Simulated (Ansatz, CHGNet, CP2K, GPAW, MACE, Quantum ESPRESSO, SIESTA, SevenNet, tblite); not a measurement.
## Running random wurtzite alloy of AlN and GaN (72 atoms) with GPAW

How do the settings of GPAW change the result for random wurtzite alloy of AlN and GaN (72 atoms)? A plane-wave run serves as the yardstick.

Method: the method is named at each step, in GPAW 26.7.0.

### Step 1. The structure

The cell holds 72 atoms: 22 Ga, 36 N and 14 Al. Cell: a = 9.477 Å, b = 9.477 Å, c = 10.212 Å, α = 90.0°, β = 90.0°, γ = 120.0°. It derives from AlN (wurtzite), repeated 3×3×2. Wurtzite AlN, 3 x 3 x 2 conventional cells, 22 of 36 Al sites given to Ga at random (x = 0.611), lattice by Vegard's rule (a = 3.159 Å, c = 5.106 Å); not relaxed, displaced by a Gaussian of 0.02 Å. Then every atom was moved at random, 0.02 Å r.m.s. a Cartesian component.

The yardstick, on the same geometry:

- method: Kohn-Sham DFT, PBE, SSSP efficiency 1.3.0 pseudopotentials, plane waves (Quantum ESPRESSO 7.5); sssp-pbe-1.3.0-efficiency, cutoffs 60/480 Ry, Γ point
- r.m.s. force component: 0.7577 eV/Å
- longest force: 3.164 eV/Å
- pressure: 5.721 GPa
- gap (highest filled to lowest empty level): 2.662 eV
- time: 8 min on 2 MPI ranks of Arm Neoverse V1, shared host
- CPU time: 16 min

### Step 2. PBE, LCAO dzp, h 0.18 Å

Method: Kohn-Sham DFT, PBE, PAW, atomic orbitals (dzp).

Contents of run.py:

```python
import numpy as np
from ase.io import read
from gpaw import GPAW, FermiDirac

atoms = read("structure.xyz")
atoms.calc = GPAW(
    mode="lcao",
    basis="dzp",
    h=0.18,
    xc="PBE",
    kpts={"size": (1, 1, 1), "gamma": True},
    occupations=FermiDirac(0.05),
    maxiter=200,
    symmetry={"point_group": False},
    txt="gpaw.txt",
)
energy = atoms.get_potential_energy(force_consistent=True)
forces = atoms.get_forces()
print(f"energy {energy:.6f} eV")
print("forces (eV/A)")
for i, (a, f) in enumerate(zip(atoms, forces)):
    print(f"{i:4d} {a.symbol:2s} {f[0]:10.5f} {f[1]:10.5f} {f[2]:10.5f}")
print(f"Fermi level {atoms.calc.get_fermi_level():.4f} eV")
for k in range(len(atoms.calc.get_ibz_k_points())):
    for s in range(atoms.calc.get_number_of_spins()):
        e = atoms.calc.get_eigenvalues(kpt=k, spin=s)
        n = np.searchsorted(e, atoms.calc.get_fermi_level())
        print(f"k {k} spin {s} levels about the Fermi level:", np.round(e[max(n - 6, 0):n], 4).tolist(), "|", np.round(e[n:n + 6], 4).tolist())
```

Contents of structure.xyz:

```xyz
72
Lattice="9.47730 0.00000 0.00000 -4.73865 8.20758 0.00000 0.00000 0.00000 10.21220" Properties=species:S:1:pos:R:3 pbc="T T T"
Ga 4.72420 8.20405 0.00725
N -0.02701 1.85984 0.65552
Al -0.03161 1.83037 2.54182
N 9.40944 0.03874 3.15424
Ga 0.01360 0.02487 5.13061
N -0.01322 1.81133 5.73129
Al -0.03170 1.80542 7.67937
N 0.02369 0.03825 8.27770
Ga 7.87208 2.76210 0.02308
N -1.66341 4.54183 0.62335
Ga -1.59039 4.55192 2.54386
N 7.87322 2.73452 3.17089
Ga -1.57167 2.77490 5.06178
N -1.55049 4.57589 5.77183
Al -1.64275 4.52558 7.68172
N -1.58953 2.76136 8.27198
Ga 6.26331 5.43022 10.19402
N -3.16641 7.27577 0.61069
Al -3.15002 7.26198 2.59666
N 6.27122 5.45427 3.17824
Ga 6.25857 5.48669 5.11703
N -3.13609 7.29219 5.70750
Ga -3.11874 7.27380 7.64720
N -3.17082 5.49777 8.26218
Al -1.55541 8.20577 10.19688
N 3.20143 1.85442 0.63489
Al 3.12969 1.83472 2.57123
N -1.60394 8.20676 3.16588
Ga -1.57655 8.18329 5.13316
N 3.17641 1.75199 5.73568
Al 3.16243 1.80197 7.68080
N 3.16888 0.01814 8.29241
Al 1.61237 2.76563 10.19382
N 1.57513 4.59575 0.62397
Al 1.62152 4.52968 2.54529
N 1.58427 2.77096 3.20122
Ga 1.61090 2.73994 5.11866
N 1.62441 4.60938 5.70331
Ga 1.60763 4.60544 7.70572
N 1.61351 2.76875 8.22868
Ga -0.04497 5.49506 10.17156
N -0.00393 7.32026 0.66390
Ga -0.01147 7.28012 2.52711
N 0.00948 5.43522 3.16272
Al -0.01170 5.48455 5.12704
N -0.04781 7.33503 5.73241
Ga 0.02047 7.29457 7.67549
N 0.04383 5.51623 8.25626
Ga 6.37789 0.05425 0.02716
N 6.35396 1.82487 0.59772
Ga 6.31477 1.85007 2.53467
N 1.59678 8.17828 3.18825
Ga 6.29127 0.02077 5.13572
N 6.28952 1.86755 5.72853
Ga 6.32529 1.81609 7.69877
N 1.61531 8.20134 8.29588
[... 12 atom lines left out ...]
Al 3.18864 5.41881 5.14879
N 3.16442 7.28628 5.67941
Ga 3.12519 7.30319 7.64210
N 3.09292 5.46395 8.29118
```

The run is started by

```
OMP_NUM_THREADS=1 python run.py > output.txt
```

The log of the run:

```text
energy -435.882631 eV
forces (eV/A)
   0 Ga    1.45124    1.05000   -0.08839
   1 N     1.96743    0.53638    0.12450
   2 Al    0.44496    0.02876    0.53276
   3 N     2.55584    0.37338   -0.33964
   4 Ga   -0.35493   -0.56529   -1.06347
   5 N     0.19793    1.05725    1.75732
   6 Al    0.70748    0.91446   -0.38776
   7 N    -0.35244    0.35198   -0.74232
   8 Ga    1.19675   -0.47448   -0.88540
   9 N     1.32561    1.11790   -0.24229
  10 Ga   -0.00093    0.54944    0.47340
  11 N     1.54348   -0.56594   -1.01921
  12 Ga   -0.17658   -0.41345    1.26499
  13 N     0.25949    0.92704    0.46000
  14 Al    1.16356    0.88259   -0.44841
  15 N     1.41418    0.23438   -0.37526
  16 Ga    0.72589    1.66403   -0.10645
  17 N     1.47538    0.72572    1.10124
  18 Al   -0.83365    0.77229   -0.69349
  19 N    -0.66888    0.59783   -0.84461
  20 Ga    1.79730   -0.55031   -0.35641
  21 N    -0.88766   -0.06690    0.51163
  22 Ga   -0.68444    1.28564    0.05387
  23 N    -0.46709   -2.66698   -0.79805
[...]
64 Ga   -1.05828    0.61694    0.00154
  65 N    -0.28920   -1.84933   -0.23389
  66 Ga    0.22552    0.19299    0.58141
  67 N     0.12717   -2.17389    1.11782
  68 Al   -0.30547    1.37046   -1.17258
  69 N    -0.16132   -1.56122    0.28303
  70 Ga    1.76635   -0.30701   -0.52854
  71 N     4.29344    0.78365    0.28874
Fermi level 7.8246 eV
k 0 spin 0 levels about the Fermi level: [6.079, 6.1308, 6.1715, 6.5598, 6.6082, 6.6158] | [9.272, 11.3774, 11.3874, 11.5241, 11.5654, 11.635]
```

gpaw.txt:

```text
Input parameters:
  mode=LCAO(),
  basis={'default': 'dzp'},
  h=0.18,
  kpts=MonkhorstPack(size=(1, 1, 1), gamma=True),
  maxiter=200,
  occupations=Occupations(name='fermi-dirac', width=0.05, fixmagmom=False),
  symmetry=Symmetry(point_group=False),
  xc=XC(name='PBE')
Unit cell  # Å
| periodic |         x |        y |         z |   lengths |     angles |
|----------|-----------|----------|-----------|-----------|------------|
|      yes |  9.477300 | 0.000000 |  0.000000 |  9.477300 |  90.000000 |
|      yes | -4.738650 | 8.207580 |  0.000000 |  9.477298 |  90.000000 |
|      yes |  0.000000 | 0.000000 | 10.212200 | 10.212200 | 120.000008 |
Number of symmetries: 1
Symmetry operations  # r_c * U_cc + t_c -> r_c
|   | kind |            matrix            |
|---|------|------------------------------|
| 0 |  E   |  1, 0, 0,  0, 1, 0,  0, 0, 1 |
BZ-sampling:
  Number of BZ points: 1
  Number of IBZ points: 1
  Monkhorst-Pack size: [1, 1, 1]
  Monkhorst-Pack shift: [0, 0, 0]
[... lines left out ...]
eigensolver:
density mixing:
  MSR1-Mixer
occupation numbers:
  Fermi-Dirac:
    width: 0.0500  # eV
FastPoissonSolver using
    Stencil: 8*3+1=25 point O(h^6) finite-difference Laplacian
xc functional:
  name: PBE with 2 nearest neighbor stencil
interpolation: tri-quintic # 5. degree polynomial
Initialization done in: 10.659 s
convergence criteria:
- Maximum [total energy] change in last 3 cyles: 0.0005 eV / valence electron
- Maximum integral of absolute [dens]ity change: 0.0001 electrons / valence electron
- Maximum integral of absolute [eigenst]ate change: 4e-08 eV^2 / valence electron
maximum number of iterations: 200
SCF iterations
|iter     |      energy | eigst |  dens |
|---------|-------------|-------|-------|
|iter:   1| -489.000227 |      c|       |
|iter:   2| -475.083477 |      c| -0.61 |
|iter:   3| -435.823936 |      c| -0.66 |
|iter:   4| -435.852824 |      c| -1.33 |
|iter:   5| -435.906462c|      c| -1.61 |
|iter:   6| -435.882864c|      c| -2.54 |
|iter:   7| -435.882713c|      c| -3.27 |
|iter:   8| -435.882650c|      c| -3.61 |
|iter:   9| -435.882632c|      c| -3.88 |
|iter:  10| -435.882631c|      c| -4.45c|
Converged in 10 steps
SCF loop duration: 261.220 s (26.122 s/step)
Energy contributions relative to reference atoms: (reference = -1309252.673498)
Energy contributions:
  Kinetic:        1414.540820
  Coulomb:       -1236.604883
  Zero:             19.699345
  External:          0.000000
  Xc:             -633.517913
  Entropy:          -0.000000
  Spinorbit:         0.000000
  ----------------------------
  Free energy:    -435.882631
  Extrapolated:   -435.882631
dipole moment: (4.129885, 19.779095, -25.883123)  # |e|*Ang
Fermi level: 7.825
Eigenvalues  # (at kpt = [0.000, 0.000, 0.000])
| band index |      eig [eV] | occ [0-2] |
|------------|---------------|-----------|
|          0 |        -9.354 |     2.000 |
|        ... |               |           |
|        136 |         5.966 |     2.000 |
|        137 |         6.058 |     2.000 |
[...]
|        151 |        11.686 |     0.000 |
|        ... |               |           |
|        176 |        13.451 |     0.000 |
Gap: 2.656 eV
Transition (v -> c):
  (s=0, k=0, n=143, [0.00, 0.00, 0.00]) -> (s=0, k=0, n=144, [0.00, 0.00, 0.00])
No difference between direct/indirect transitions
Force computation time: 62.615  # s
timing:  # [seconds]
  Total:  334.527  # ━━━━━━━━━━━━━━━━━━━━━━━━━━━━━━━━━━━━━━━━━━━━━━━━━━━━━━━━
  Init:    10.658  # ━━
  SCF:    261.220  # ━━━━━━━━━━━━━━━━━━━━━━━━━━━━━━━━━━━━━━━━━━━╸
  Forces:  62.615  # ━━━━━━━━━━╸
```

It took 5.6 min on 1 thread of Arm Neoverse V1, shared host; peak memory 1.3 GiB.

Banners, paths, timers and routine set-up lines are dropped from the logs unmarked, and long logs keep their key lines alone; longer cuts are marked.

Compared with the plane-wave run:

| Item | Value |
| --- | --- |
| r.m.s. force component | 1.038 eV/Å |
| r.m.s. difference of force components | 315.2 meV/Å |
| longest difference of force vectors | 1211 meV/Å |
| force difference over r.m.s. force | 41.61 % |
| slope of forces against the reference's | 1.351 |
| correlation of force components | 0.9866 |
| gap (highest filled to lowest empty level) | 2.656 eV |
| gap difference | -0.006 eV |

This run lies far from the reference in forces at the same functional. Basis and potentials both differ; the latter hold 288 valence electrons against the reference's 508.

Length of the force difference by element (eV/Å):

```
element  atoms   mean   most
     Al     14  0.058  0.099
     Ga     22   0.38   0.91
      N     36   0.66    1.2
```

Levels nearest the highest filled one (eV from it): -0.54, -0.48, -0.44, -0.06, -0.01, 0.00, 2.66, 4.76, 4.77, 4.91, 4.95, 5.02.

Local excerpt of 9 atoms (numbers count through the whole input) about N72, which bears the longest force; x, y, z are measured from there.

```
atom      x      y      z  distance (Å)  bonds     Fx     Fy  Fz (eV/Å)
 N72   0.00   0.00   0.00          0.00      4   4.29   0.78       0.29
Ga39  -1.49  -0.86  -0.59          1.81      4  -1.71  -1.62      -1.98
Ga65   0.10   0.03   1.94          1.95      4  -1.06   0.62       0.00
Ga71   0.03   1.84  -0.65          1.95      4   1.77  -0.31      -0.53
Al63   1.62  -0.91  -0.64          1.97      4  -0.07   0.16       0.55
 N48  -3.05   0.05  -0.03          3.05      4  -2.77  -1.90      -0.06
 N40  -1.48  -2.70  -0.06          3.08      4  -0.68  -2.18       1.14
 N34  -1.52  -0.87   2.54          3.09      4  -0.20  -1.61       0.55
 N38  -1.47  -0.85  -2.59          3.10      4  -0.81   0.50      -0.18
```

Atoms are counted from 1 here, from 0 in the log.

Forces lie 42 % from the reference's, at 0.35 times its CPU time (on 1 against 2 cores).

### Step 3. PBE, LCAO sz(dzp), h 0.18 Å

Method: Kohn-Sham DFT, PBE, PAW, atomic orbitals (sz(dzp)).

Changes to run.py since step 2:

```diff
@@ -7,3 +7,3 @@
     mode="lcao",
-    basis="dzp",
+    basis="sz(dzp)",
     h=0.18,
```

structure.xyz is that of step 2.

The log of the run:

```text
energy -411.222982 eV
forces (eV/A)
   0 Ga    1.54305    1.10733   -0.22933
   1 N     1.85848    0.37629   -0.12870
   2 Al    0.47383    0.15701    0.71247
   3 N     2.50096    0.14500   -0.02227
   4 Ga   -0.45837   -0.63628   -1.31849
   5 N     0.22686    1.17144    1.53041
   6 Al    0.78002    1.22018   -0.51090
   7 N    -0.34416   -0.06846   -0.58561
   8 Ga    1.32063   -0.63739   -1.11870
   9 N     1.43928    1.21322   -0.21933
  10 Ga   -0.12121    0.62753    0.55613
  11 N     1.40939   -0.43044   -0.98210
[...]
67 N     0.13923   -2.04893    1.25688
  68 Al   -0.25092    1.62230   -1.62852
  69 N    -0.18235   -1.35443    0.53220
  70 Ga    1.94994   -0.34604   -0.43328
  71 N     4.34150    0.98195    0.48080
Fermi level 8.2941 eV
k 0 spin 0 levels about the Fermi level: [6.4881, 6.531, 6.5653, 7.044, 7.0809, 7.0957] | [9.7771, 12.0676, 12.1246, 12.4319, 12.6061, 12.6405]
```

gpaw.txt:

```text
Input parameters:
  mode=LCAO(),
  basis={'default': 'sz(dzp)'},
  h=0.18,
  kpts=MonkhorstPack(size=(1, 1, 1), gamma=True),
  maxiter=200,
  occupations=Occupations(name='fermi-dirac', width=0.05, fixmagmom=False),
  symmetry=Symmetry(point_group=False),
  xc=XC(name='PBE')
[... lines left out ...]
  Fermi-Dirac:
[... lines left out ...]
convergence criteria:
- Maximum [total energy] change in last 3 cyles: 0.0005 eV / valence electron
[... lines left out ...]
Converged in 9 steps
[... lines left out ...]
  Free energy:    -411.222982
[... lines left out ...]
Fermi level: 8.294
[... lines left out ...]
|          0 |        -9.180 |     2.000 |
|        ... |               |           |
|        136 |         6.343 |     2.000 |
|        137 |         6.464 |     2.000 |
[...]
|        151 |        12.751 |     0.000 |
|        ... |               |           |
|        176 |        15.177 |     0.000 |
Gap: 2.681 eV
Transition (v -> c):
  (s=0, k=0, n=143, [0.00, 0.00, 0.00]) -> (s=0, k=0, n=144, [0.00, 0.00, 0.00])
No difference between direct/indirect transitions
Force computation time: 10.692  # s
timing:  # [seconds]
  Total:  63.634  # ━━━━━━━━━━━━━━━━━━━━━━━━━━━━━━━━━━━━━━━━━━━━━━━━━━━━━━━━━
  Init:   10.848  # ━━━━━━━━━╸
  SCF:    42.060  # ━━━━━━━━━━━━━━━━━━━━━━━━━━━━━━━━━━━━━╸
  Forces: 10.692  # ━━━━━━━━━╸
```

Wall time 65 s (1 thread); peak memory 0.95 GiB.

Numbers from this run, and their distance from the reference:

```yaml
r_m_s_force_component: 1.069 eV/Å
r_m_s_difference_of_force_components: 330.6 meV/Å
longest_difference_of_force_vectors: 1377 meV/Å
force_difference_over_r_m_s_force: 43.64 %
slope_of_forces_against_the_reference_s: 1.399
correlation_of_force_components: 0.9922
spacing_of_highest_filled_and_lowest_empty_level: 2.681 eV
gap_difference: 0.0192 eV
```

This is a coarse setting, run to see what it loses.

Against the first run (42 %), the force difference from the reference is 44 %, at 0.19 times the CPU time, with 288 basis functions against 936.

### Step 4. All runs compared

Differences are against the plane-wave reference, forces as r.m.s. over components; share is that over the reference's r.m.s. force, slope the least-squares factor from reference forces to these. Total energies of different programs have different zeros and aren't compared.

```
                                      run  Δ force, r.m.s. (meV/Å)  share (%)  slope  Δ gap (eV)  cores  CPU time  memory (GiB)
                                reference                        -          -      -           -      2    16 min           2.5
             GPAW PBE, LCAO dzp, h 0.18 Å                      315       41.6  1.351      -0.006      1   5.6 min           1.3
GPAW PBE, LCAO sz(dzp), h 0.18 Å (coarse)                      331       43.6  1.399      0.0192      1      65 s          0.95
```

Rows marked coarse were listed beforehand as settings not expected to be converged; some can still land near the reference.

CPU time is summed over cores on a shared host, where runs went side by side, so it is rough. Symmetry, cutoffs, thresholds, outputs and thread counts weren't matched or tuned between programs; memory under MPI is the largest rank's times the ranks.

A second geometry, displaced anew (every atom was moved at random, 0.08 Å r.m.s. a Cartesian component), gives an energy difference that all programs can be tested on. The reference puts it at 181.1 meV/atom.

```
                             run  energy less the first geometry's (meV/atom)  error (meV/atom)  force share at the second geometry (%)
    GPAW PBE, LCAO dzp, h 0.18 Å                                        205.0              23.8                                    31.4
GPAW PBE, LCAO sz(dzp), h 0.18 Å                                        238.8              57.7                                    43.2
```

### Step 5. Results

| Item | Value |
| --- | --- |
| nearest in forces | GPAW PBE, LCAO dzp, h 0.18 Å, 42 % |
| its CPU time | 5.6 min |

**Reading.** The PBE run in local orbitals, coarse settings apart, differs by 42 % (GPAW PBE, LCAO dzp, h 0.18 Å); basis, grid and potentials can all enter, and differences of this size make the forces unusable. Runs with settings chosen to be coarse differ by 44 % (GPAW PBE, LCAO sz(dzp), h 0.18 Å), their programs' other errors included. Of the electronic-structure runs that take under half the reference's CPU time, GPAW PBE, LCAO dzp, h 0.18 Å comes nearest, at 42 % in 5.6 min against 16 min. GPAW PBE, LCAO sz(dzp), h 0.18 Å stiffens the forces by a factor of 1.40 while following their directions (correlation 0.992); the slopes of the 2 GPAW runs lie between 1.35 and 1.40. At the same functional, gaps differ from the reference's 2.66 eV by between -0.01 and +0.02 eV. These are spacings on the run's k-points, which needn't hold the band edges. The energy difference between the two geometries, 181 meV/atom in the reference, is met best by GPAW PBE, LCAO dzp, h 0.18 Å (+23.8) and worst by GPAW PBE, LCAO sz(dzp), h 0.18 Å (coarse) (+57.7). The potentials hold different valence shells: 508 electrons in the reference, 288 in GPAW; this bears on time and differences. GPAW's setups keep the filled d shell of Ga in the core. GPAW's Ga setup keeps the 3d shell in the core. The host structure and its lattice constant were typed by rule, without a check against the phase diagram. The reference's pressure of 5.7 GPa belongs to a cell and atoms that aren't relaxed at this level. The electronic-structure runs sample only Γ, in a cell whose shortest periodic width is 8 Å.

[Also dropped from logs without a mark: logging warnings of Python, and SIESTA's first energy breakdown and zero terms.]

[Logs are printed without paths, hosts, clocks, repeated set-up lines and the standing remarks that a program may print on its own settings, such as how far it seeks lower states.]

[Hosts, paths, dates, database ids (printed as entryN), source tags and the programs' standing remarks are cut or masked in the printed files.]
